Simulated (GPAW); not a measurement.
MnO2 (Pnnm), O K edge of atom 3, with 2 Mn at 1.88 Å and 1 Mn at 1.90 Å (distorted trigonal planar, site symmetry m). Method: GPAW, LDA + U (Mn 3.9 eV), full core hole (charged cell), 24-atom cell with 6.2 Å between holes, 3×3×3 k points, dipole transitions, Gaussian full width 0.9 eV up to 4 eV, rising linearly to 3.5 eV at 25 eV.

```
Mn O
1.0
     4.33058    0.00000    0.00000
     0.00000    4.46231    0.00000
     0.00000    0.00000    2.86248
Mn O
2 4
Direct
  0.50000 0.50000 0.50000
  0.00000 0.00000 0.00000
  0.21399 0.82296 0.50000
  0.28601 0.32296 0.00000
  0.71399 0.67704 0.00000
  0.78601 0.17704 0.50000
```

Energy from the lowest empty level; a common scale on which the isotropic spectrum has a mean of 1 over the first 20 eV.

```tsv
E (eV)	curve 1	curve 2	curve 3
-2.00	0.00	0.00	0.00
-1.25	0.00	0.00	0.00
-0.50	0.02	0.04	0.03
0.25	0.87	0.62	0.68
1.00	1.71	1.42	1.39
1.75	0.72	0.83	0.76
2.50	1.34	1.13	1.15
3.25	1.69	1.28	1.30
4.00	1.57	1.29	1.25
4.75	0.24	0.21	0.19
5.50	0.01	0.01	0.01
6.25	0.00	0.00	0.00
7.00	0.00	0.00	0.00
7.75	0.02	0.02	0.02
8.50	0.09	0.09	0.09
9.25	0.31	0.27	0.27
10.00	0.86	0.73	0.70
10.75	1.62	1.27	1.16
11.50	2.16	1.51	1.36
12.25	2.27	1.50	1.38
13.00	2.33	1.60	1.49
13.75	2.39	1.89	1.84
14.50	2.18	2.22	2.30
15.25	1.66	2.27	2.47
16.00	1.12	1.90	2.19
16.75	0.76	1.37	1.67
17.50	0.55	0.93	1.15
18.25	0.43	0.66	0.75
19.00	0.37	0.51	0.50
19.75	0.37	0.43	0.37
20.50	0.42	0.39	0.31
21.25	0.51	0.41	0.27
22.00	0.59	0.46	0.26
22.75	0.61	0.56	0.27
23.50	0.57	0.69	0.31
24.25	0.49	0.79	0.40
25.00	0.44	0.82	0.51
25.75	0.42	0.77	0.63
26.50	0.42	0.66	0.73
27.25	0.44	0.54	0.79
28.00	0.44	0.46	0.81
28.75	0.46	0.42	0.80
29.50	0.49	0.41	0.76
30.25	0.54	0.42	0.69
31.00	0.61	0.45	0.62
31.75	0.69	0.47	0.57
```

Q: The curves are for the electric vector along different Cartesian axes of the cell as given, averaged over the symmetry-equivalent atoms. Which is which?

Curve 1: along z, main maxima 0.8 eV (1.89), 3.6 eV (2.11) and 13.7 eV (2.39). Curve 2: along y, main maxima 0.9 eV (1.44), 3.7 eV (1.67) and 15.0 eV (2.30). Curve 3: along x, main maxima 0.8 eV (1.48), 3.6 eV (1.65) and 15.2 eV (2.48). A K edge sees empty p states; the first features are O p mixed into the empty d states of the Mn neighbours, and the broad ones above probably into the cations' higher empty bands. Each direction probes the empty orbitals that point along it. The hole lies in one spin channel, while the script sums the empty states of both and takes the lower zero; where the two channels are split, this blurs and shifts the curve. The spins start antiferromagnetically in a simple order, which needn't be the measured one; gap and edge can depend on it.

[Banner, clock and machine lines of the logs are left out without a mark of their own.]

[Logs are printed without paths, hosts, clocks, repeated set-up lines and the standing remarks that a program may print on its own settings, such as how far it seeks lower states.]

[Hosts, paths, dates, database ids (printed as entryN), source tags and the programs' standing remarks are cut or masked in the printed files.]

[Lists of maxima count a maximum above −3 eV only where it reaches 4 % of the highest in the window and stands out from its surroundings by 2 % of it (1.5 % where it reaches 55 %); shoulders and weaker maxima are passed over, and of the rest the first, up to two pre-edge ones and the few strongest are named.]
